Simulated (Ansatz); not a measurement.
## Cl on Ti(0001): change of the work function: cost of one run

Ansatz 0.2.0; plane-wave DFT, PBE, Ansatz PAW (set soft_1); PAW set soft_1. The cell holds 18 atoms.

input.yaml reads:

```yaml
crystal:
  lattice:
    - [5.9, 0.0, 0.0]
    - [2.95, 5.1095498824, 0.0]
    - [0.0, 0.0, 27.0140203291]
  atoms:
    - { symbol: Ti, position: [0.3333333333, 0.3333333333, 0.3331603327] }
    - { symbol: Ti, position: [0.0, 0.0, 0.4198671601] }
    - { symbol: Ti, position: [0.3333333333, 0.3333333333, 0.5090831816] }
[... 9 atom lines left out ...]
    - { symbol: Ti, position: [0.8333333333, 0.8333333333, 0.3331603327] }
    - { symbol: Ti, position: [0.5, 0.5, 0.4198671601] }
    - { symbol: Ti, position: [0.8333333333, 0.8333333333, 0.5090831816] }
    - { symbol: Ti, position: [0.5, 0.5, 0.5893528953] }
    - { symbol: Cl, position: [0.1666666667, 0.1666666667, 0.6668396673] }
    - { symbol: Cl, position: [0.6666666667, 0.1666666667, 0.6668396673] }
kpoints:
  mp_grid: { grid: [6, 6, 1] }
hamiltonian:
  xc: pbe
  pseudopotentials: { kind: paw, azcp: { folder: soft_1 } }
scf:
  occupations: { method: fermi_dirac, width: 0.1 }
  convergence: { dr2_threshold: 1.0e-08 }
efield:
  axis: 3
  dipole_correction: true
  ramp_position: 0.97
  ramp_width: 0.06
relax:
  f_tol: 0.02
  max_steps: 60
  constraints: [{ sites: [0, 1, 4, 5, 8, 9, 12, 13] }]
output:
  dos: { projected: true, e_range: [-8, 4] }
  write_potential: true
  write_density: true
  volumetric_format: npy
  elf: true
```

The run is started by

```sh
> ansatz run input.yaml --threads 4 --pin off --max-ram 16384MiB --backend cpu --events-out ev --progress --plain --runs-dir out
```

The cutoff in use is 420 eV. For reference, a run of the same kind (4 atoms, 19 k-points, 29 bands and 3,611 plane waves; 32 SCF cycles) took 11 s and 0.51 GiB on the same hardware.

What time and memory should one allow on 4 threads of Arm Neoverse V1, shared host?

A cutoff of 420 eV is a sphere of radius 10.5 Å⁻¹, so a cell of 814 Å³ holds about V·G³/6π² = 15,915 plane waves. At two electrons a band, the 206 electrons need 103 bands, and 21 more are carried. Symmetry cuts the 6×6×1 mesh from 36 to 13 points. The run has 13 k-points, 124 bands and 15,775 plane waves. Taking the work of a cycle as k-points × spins × bands × plane waves, that is 13 times the reference, or 2.3 min at the reference's 32 cycles. The run needed 50 SCF cycles over 5 ionic steps, which makes it about 3.5 min. One copy of the wavefunctions takes 0.38 GiB at 16 bytes a coefficient, against 0.03 GiB in the reference; grids, projectors and work arrays come on top. Measured: about 4.1 min, with a peak of 2.8 GiB. The estimate holds within 25 %.

[Logs are printed without paths, hosts, clocks, repeated set-up lines and the standing remarks that a program may print on its own settings, such as how far it seeks lower states.]

[Hosts, paths, dates, database ids (printed as entryN), source tags and the programs' standing remarks are cut or masked in the printed files.]

[Maps of the electrostatic potential energy from Ansatz leave out the sawtooth potential of an applied field or a dipole correction, so their vacuum need not be flat; planar profiles and work functions include it.]
